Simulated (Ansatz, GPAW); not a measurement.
# How Li3SCl (model structure) absorbs and reflects light

Wanted: where Li3SCl (model structure) starts to absorb, how strongly, and its refractive index. The structure is a model built here, which may or may not match a known phase. It was built so: All Br replaced by Cl and O replaced by S in the Pm-3m structure of Li3BrO. The cell is first relaxed with Ansatz.

Program: GPAW 26.7.0. Level of theory: DFT, PBE, plane-wave PAW (GPAW data sets), scalar-relativistic, RPA, optical limit. Results are calculated unless marked as measured.

Most raw output is cut from this account.

### Step 1. Set-up

Symmetry: Pm-3m, No. 221, cubic system. The conventional cell has a = 4.190 Å, b = 4.190 Å, c = 4.190 Å, α = 90.00°, β = 90.00°, γ = 90.00°. Nearest to Cl lie 12 Li at 2.96 Å. Nearest to S lie 6 Li at 2.10 Å. Nearest to Li lie 2 S at 2.10 Å and 4 Cl at 2.96 Å and 8 Li at 2.96 Å. All Br replaced by Cl and O replaced by S in the Pm-3m structure of Li3BrO. Farther neighbours and most contacts between anions are not listed.

Structure file:

```cif
data_structure
_symmetry_space_group_name_H-M 'P 1'
_symmetry_Int_Tables_number 1
_cell_length_a 4.1905
_cell_length_b 4.1905
_cell_length_c 4.1905
_cell_angle_alpha 90.000
_cell_angle_beta 90.000
_cell_angle_gamma 90.000
_cell_volume 73.59
loop_
_atom_site_label
_atom_site_type_symbol
_atom_site_fract_x
_atom_site_fract_y
_atom_site_fract_z
_atom_site_occupancy
Cl1 Cl 0.50000 0.50000 0.50000 1
S2 S 0.00000 0.00000 0.00000 1
Li3 Li 0.00000 0.00000 0.50000 1
Li4 Li 0.00000 0.50000 0.00000 1
Li5 Li 0.50000 0.00000 0.00000 1
```

### Step 2. Relaxation

Spectra hang on bond lengths, so the cell is first brought to its minimum.

This step: DFT, PBE, plane-wave PAW, default files, scalar-relativistic, relaxation (Ansatz 0.2.0).

The input, input.yaml:

```yaml
crystal:
  lattice:
    - [4.19048842, 0.0, 0.0]
    - [0.0, 4.19048842, 0.0]
    - [0.0, 0.0, 4.19048842]
  atoms:
    - { symbol: Cl, position: [0.5, 0.5, 0.5] }
    - { symbol: S, position: [0.0, 0.0, 0.0] }
    - { symbol: Li, position: [0.0, 0.0, 0.5] }
    - { symbol: Li, position: [0.0, 0.5, 0.0] }
    - { symbol: Li, position: [0.5, 0.0, 0.0] }
kpoints:
  mp_grid: { grid: [5, 5, 5] }
scf:
  occupations: { method: fermi_dirac, width: 0.05 }
hamiltonian:
  xc: pbe
output:
  forces: true
  stress: true
relax:
  f_tol: 0.02
  max_steps: 50
  cell: {}
```

Started as:

```sh
ansatz run input.yaml --threads 1 --pin off --max-ram 4096MiB --backend cpu --events-out ev --progress --plain --runs-dir out
```

Elapsed: 6.2 s, on 1 thread of Arm Neoverse V2, shared host; peak memory 0.32 GiB.

Step by step:

```
step  energy less that of the first step (eV)  largest force component (eV/Å)  pressure (GPa)  volume (Å³)
   1                                   0.0000                          0.0000           13.50        73.59
   2                                  -0.5583                          0.0000            5.85        83.17
   3                                  -0.7571                          0.0000            1.45        92.34
   4                                  -0.7750                          0.0000            0.25        95.80
   5                                  -0.7756                          0.0000            0.00        96.61
  6*                                  -0.7782                          0.0000            0.06        96.61
   7                                  -0.7782                          0.0000            0.00        96.80
  8*                                  -0.7782                          0.0000            0.00        96.80
```

Relaxation steps marked * repeat the geometry before them on a plane-wave basis chosen anew for their cell, so energy and pressure can jump there.

Forces are held to the 48 operations that the run works with; a distortion that breaks them can't arise in this run.

```
conventional cell, symmetrised  before  after   change
                         a (Å)   4.190  4.591   +9.6 %
                         b (Å)   4.190  4.591   +9.6 %
                         c (Å)   4.190  4.591   +9.6 %
              volume (Å³/atom)   14.72  19.36  +31.5 %
```

Final coordinates:

```xyz
5
Lattice="4.5915 0.0000 0.0000 0.0000 4.5915 0.0000 0.0000 0.0000 4.5915" Properties=species:S:1:pos:R:3 pbc="T T T"
Cl    2.2957    2.2957    2.2957
S     0.0000    0.0000    0.0000
Li    0.0000    0.0000    2.2957
Li    0.0000    2.2957    0.0000
Li    2.2957    0.0000    0.0000
```

The relaxation ends with a pressure of 0.00 GPa.

### Step 3. Ground state

First the ground state: is it a metal or has it a gap?

This step: DFT, PBE, plane-wave PAW (GPAW data sets), scalar-relativistic, ground state (GPAW 26.7.0).

The input, gs.py:

```python
from ase import Atoms
from ase.dft.bandgap import bandgap
from gpaw import GPAW, PW, FermiDirac

atoms = Atoms(['Cl', 'S', 'Li', 'Li', 'Li'],
              cell=[[4.591485194600, 0.000000000000, 0.000000000000],
                    [0.000000000000, 4.591485194600, 0.000000000000],
                    [0.000000000000, 0.000000000000, 4.591485194600]],
              scaled_positions=[[0.500000000000, 0.500000000000, 0.500000000000],
                                [1.000000000000, 0.000000000000, 0.000000000000],
                                [0.000000000000, 0.000000000000, 0.500000000000],
                                [0.000000000000, 0.500000000000, 1.000000000000],
                                [0.500000000000, 0.000000000000, 1.000000000000]],
              pbc=[True, True, True])
atoms.calc = GPAW(mode=PW(500), xc='PBE', kpts={'size': (5, 5, 5), 'gamma': True},
                  occupations=FermiDirac(0.05), maxiter=150, txt='gs.txt')
print('energy (eV)', atoms.get_potential_energy())
print('Fermi level (eV)', atoms.calc.get_fermi_level())
print('valence electrons', atoms.calc.get_number_of_electrons())
print('gap (eV)', bandgap(atoms.calc, output=None)[0])
print('direct gap (eV)', bandgap(atoms.calc, direct=True, output=None)[0])
atoms.calc.write('gs.gpw')
```

Started as:

```sh
OMP_NUM_THREADS=1 python gs.py
```

The job ended after 5.5 s (1 thread; peak memory 0.15 GiB).

Read-outs, printed or worked out from the files:

| Item | Value |
| --- | --- |
| energy | -18.43 eV |
| Fermi energy | 1.641 eV |
| gap on the k-mesh | 4.152 eV |
| direct gap on the mesh | 4.454 eV |
| electrons | 16 |

There is a gap, 4.15 eV on this mesh (points off the mesh can give less), so no carriers' term is needed.

### Step 4. Bands for the response

The response needs many more empty bands than the density does.

This step: DFT, PBE, plane-wave PAW (GPAW data sets), scalar-relativistic, bands at fixed density (GPAW 26.7.0).

The input, nscf.py:

```python
from ase.dft.bandgap import bandgap
from gpaw import GPAW, FermiDirac

calc = GPAW('gs.gpw').fixed_density(kpts={'size': (7, 7, 7), 'gamma': True}, nbands=47, convergence={'bands': 41},
                                    occupations=FermiDirac(0.001), txt='nscf.txt')
print('gap (eV)', bandgap(calc, output=None)[0])
print('direct gap (eV)', bandgap(calc, direct=True, output=None)[0])
print('top band over the Fermi level (eV)', min(calc.get_eigenvalues(kpt=k)[40] for k in range(len(calc.get_ibz_k_points()))) - calc.get_fermi_level())
calc.write('full.gpw', mode='all')
```

Started as:

```sh
OMP_NUM_THREADS=1 python nscf.py
```

The job ended after 37 s (1 thread; peak memory 0.2 GiB).

Read-outs, printed or worked out from the files:

```
gap on the k-mesh      : 4.134 eV
direct gap on the mesh : 4.343 eV
```

### Step 5. Dielectric function, RPA

Local fields let the induced charge screen the field inside the cell, which as a rule lowers ε, most along directions where the density is uneven.

This step: DFT, PBE, plane-wave PAW (GPAW data sets), scalar-relativistic, RPA, optical limit (GPAW 26.7.0).

The input, df.py:

```python
from gpaw.response.df import DielectricFunction

df = DielectricFunction('full.gpw', frequencies={'type': 'nonlinear', 'domega0': 0.03, 'omega2': 8},
                        ecut=60,
                        eta=0.15,
                        nbands=41,
                        txt='df.txt')
for direction in ['x']:
    df.get_dielectric_function(xc='RPA', direction=direction, filename=f'df_{direction}.csv')
```

Started as:

```sh
OMP_NUM_THREADS=1 python df.py
```

The job ended after 6.1 s (1 thread; peak memory 0.38 GiB).

Read-outs, printed or worked out from the files:

| Item | Value |
| --- | --- |
| electronic dielectric constant ε∞, mean over x, y and z (by symmetry where fewer were run) | 2.856 |
| main peak of Im epsilon, first axis | 5.681 eV |
| centre of weight of the strongest loss peak in the window | 15.15 eV |

The Im ε, E ∥ x has structure finer than the step of the table below, so its rows give means over 1 eV, whole bins alone (the curve runs from 0 to 21.9 eV). Peaks (eV: height): 5.7: 3.97, 8.0: 3.69, 10.4: 2.05.

Values under the direct gap are tails of Lorentzian lines. Table of Im ε, E ∥ x by photon energy; means over each step:

photon energy (eV), Im ε, E ∥ x and a bar:
```
        1       0.01 
        2       0.03 
        3       0.06 
        4       0.32 ###
        5       2.03 ###################
        6       2.87 ###########################
        7       2.60 #########################
        8       3.16 ##############################
        9       2.30 ######################
       10       1.75 #################
       11       1.60 ###############
       12       1.28 ############
       13       1.20 ###########
       14       0.95 #########
       15       0.69 ######
       16       0.46 ####
       17       0.43 ####
       18       0.45 ####
       19       0.55 #####
       20       0.52 #####
       21       0.39 ####
```

Table of Re ε, E ∥ x by photon energy:

```
photon energy (eV)  Re ε, E ∥ x
                 0         2.86
                 1         2.89
                 2         3.02
                 3         3.28
                 4         3.98
                 5         4.69
                 6         1.50
                 7         2.44
                 8         1.85
                 9        0.292
                10        0.901
                11        0.347
                12        0.678
                13        0.300
                14        0.224
                15        0.411
                16        0.412
                17        0.592
                18        0.690
                19        0.700
                20        0.537
                21        0.548
```

The Im ε, E ∥ x has structure finer than the step of the table below, so its rows give means over 0.5 eV, whole bins alone (the curve runs from 0 to 21.9 eV). Peaks (eV: height): without local fields 5.66: 4.94, 7.97: 5.68, 10.24: 3.73; with local fields 5.66: 3.97, 8.03: 3.69, 10.38: 2.05.

Values under the direct gap are tails of Lorentzian lines. Im ε, E ∥ x against photon energy; means over each step:

```
photon energy (eV)  without local fields  with local fields
               0.5               0.00741            0.00544
               1.0                0.0155             0.0113
               1.5                0.0249             0.0183
               2.0                0.0370             0.0272
               2.5                0.0540             0.0398
               3.0                0.0811             0.0599
               3.5                 0.134             0.0996
               4.0                 0.327              0.242
               4.5                  1.13              0.832
               5.0                  2.71               2.05
               5.5                  4.35               3.38
               6.0                  3.39               2.96
               6.5                  2.98               2.01
               7.0                  4.34               2.74
               7.5                  4.38               2.66
               8.0                  5.32               3.42
               8.5                  4.46               3.05
               9.0                  3.21               2.24
               9.5                  2.67               1.70
              10.0                  3.33               1.70
              10.5                  2.90               1.88
              11.0                  1.81               1.69
              11.5                  1.31               1.19
              12.0                  1.56               1.24
              12.5                  1.18               1.46
              13.0                 0.973               1.15
              13.5                 0.863               1.04
              14.0                 0.845              0.994
              14.5                 0.727              0.759
              15.0                 0.737              0.699
              15.5                 0.533              0.601
              16.0                 0.487              0.434
              16.5                 0.552              0.438
              17.0                 0.613              0.425
              17.5                 0.654              0.438
              18.0                 0.638              0.455
              18.5                 0.594              0.486
              19.0                 0.463              0.556
              19.5                 0.332              0.564
              20.0                 0.231              0.524
              20.5                 0.163              0.433
              21.0                 0.133              0.398
              21.5                 0.131              0.317
```

Refractive index n and extinction k against photon energy:

```
photon energy (eV)      n        k
               0.0   1.69        0
               0.5   1.69  0.00160
               1.0   1.70  0.00332
               1.5   1.71  0.00531
               2.0   1.74  0.00779
               2.5   1.77   0.0112
               3.0   1.81   0.0163
               3.5   1.88   0.0258
               4.0   2.00   0.0534
               4.5   2.12    0.183
               5.0   2.21    0.446
               5.5   2.16    0.752
               6.0   1.56    0.971
               6.5   1.73    0.519
               7.0   1.74    0.759
               7.5   1.62    0.757
               8.0   1.72     1.06
               8.5   1.40     1.11
               9.0   1.12    0.978
               9.5   1.06    0.784
              10.0   1.19    0.711
              10.5   1.09    0.865
              11.0   1.03    0.839
              11.5  0.876    0.661
              12.0   1.03    0.613
              12.5  0.987    0.769
              13.0  0.848    0.648
              13.5  0.815    0.625
              14.0  0.803    0.649
              14.5  0.725    0.532
              15.0  0.780    0.445
              15.5  0.689    0.434
              16.0  0.708    0.300
              16.5  0.787    0.285
              17.0  0.812    0.259
              17.5  0.838    0.265
              18.0  0.872    0.266
              18.5  0.887    0.267
              19.0  0.892    0.310
              19.5  0.850    0.321
              20.0  0.801    0.323
              20.5  0.776    0.273
              21.0  0.784    0.259
              21.5  0.767    0.200
```

The loss function −Im 1/ε at q → 0, E ∥ x has structure finer than the step of the table below, so its rows give means over 0.5 eV, whole bins alone (the curve runs from 0 to 21.9 eV). Peaks (eV: height): 11.48: 0.799, 14.77: 1.30, 15.73: 1.47, 20.31: 0.953.

Values under the direct gap are tails of Lorentzian lines. The loss function −Im 1/ε at q → 0, E ∥ x by energy loss; means over each step:

energy loss (eV), loss function −Im 1/ε at q → 0, E ∥ x and a bar:
```
      0.5       0.00 
      1.0       0.00 
      1.5       0.00 
      2.0       0.00 
      2.5       0.00 
      3.0       0.01 
      3.5       0.01 
      4.0       0.01 
      4.5       0.04 #
      5.0       0.08 ##
      5.5       0.13 ###
      6.0       0.25 #####
      6.5       0.19 ####
      7.0       0.20 ####
      7.5       0.23 #####
      8.0       0.23 #####
      8.5       0.31 #######
      9.0       0.44 ##########
      9.5       0.54 ############
     10.0       0.47 ##########
     10.5       0.49 ###########
     11.0       0.57 #############
     11.5       0.77 #################
     12.0       0.63 ##############
     12.5       0.63 ##############
     13.0       0.82 ##################
     13.5       0.88 ###################
     14.0       0.96 #####################
     14.5       1.21 ##########################
     15.0       1.13 #########################
     15.5       1.37 ##############################
     16.0       1.23 ###########################
     16.5       0.93 ####################
     17.0       0.80 ##################
     17.5       0.73 ################
     18.0       0.67 ###############
     18.5       0.65 ##############
     19.0       0.70 ###############
     19.5       0.80 ##################
     20.0       0.91 ####################
     20.5       0.91 ####################
     21.0       0.86 ###################
     21.5       0.76 #################
```

At chosen wavelengths:

```
wavelength (nm)     n      k  R (%)     1/α
            800  1.72  0.006    7.0   12 µm
            633  1.73  0.008    7.2  6.7 µm
            532  1.76  0.010    7.5  4.3 µm
            450  1.79  0.013    8.0  2.7 µm
            405  1.82  0.017    8.4  1.9 µm
            365  1.86  0.023    9.1  1.2 µm
            248  2.21  0.446   15.8   44 nm
```

Below the direct gap, k and the depth come from the tails of the Lorentzian lines, not from transitions.

Rows near the edge hang on the gap, which this functional as a rule makes too small, and phonon-assisted absorption is left out.

### Step 6. Results

```
electronic dielectric constant ε∞, mean over x, y and z (by symmetry where fewer were run) (RPA) : 2.86
main peak of Im epsilon, first axis                                                              : 5.68 eV
centre of weight of the strongest loss peak in the window, first axis                            : 15.1 eV
```

**Reading.** At this level (PBE, RPA) Li3SCl has ε∞ = 2.86 and n = 1.70 at 1550 nm, and Im ε peaks at 5.7 eV. The cell grew by 31.5 % in volume. On the mesh the gap is 4.13 eV and the least direct gap 4.34 eV, so on this mesh the band edges lie at different points. Local fields change the static value along x from 3.43 to 2.86 (-17 %). Distinct maxima of Im ε, read by a parabola through the highest points, lie at 5.68 eV (4.0), 6.82 eV (2.8), 7.24 eV (2.9) and 8.05 eV (3.7). Excitons and phonon-assisted transitions are missing; PBE gaps are as a rule too small, which pulls the onset down and ε∞ up. The sum runs over mesh points, so small or evenly spaced maxima can still be ripples of the mesh. The cell grew by 32 % in the relaxation, which can come from the guessed start or, where layers or molecules are weakly bound, from the missing dispersion term; a larger cell lowers ε.

[Machine, clock and banner lines and Python warnings are left out of the logs.]

[Logs are printed without paths, hosts, clocks, repeated set-up lines and the standing remarks that a program may print on its own settings, such as how far it seeks lower states.]

[Hosts, paths, dates, database ids (printed as entryN), source tags and the programs' standing remarks are cut or masked in the printed files.]
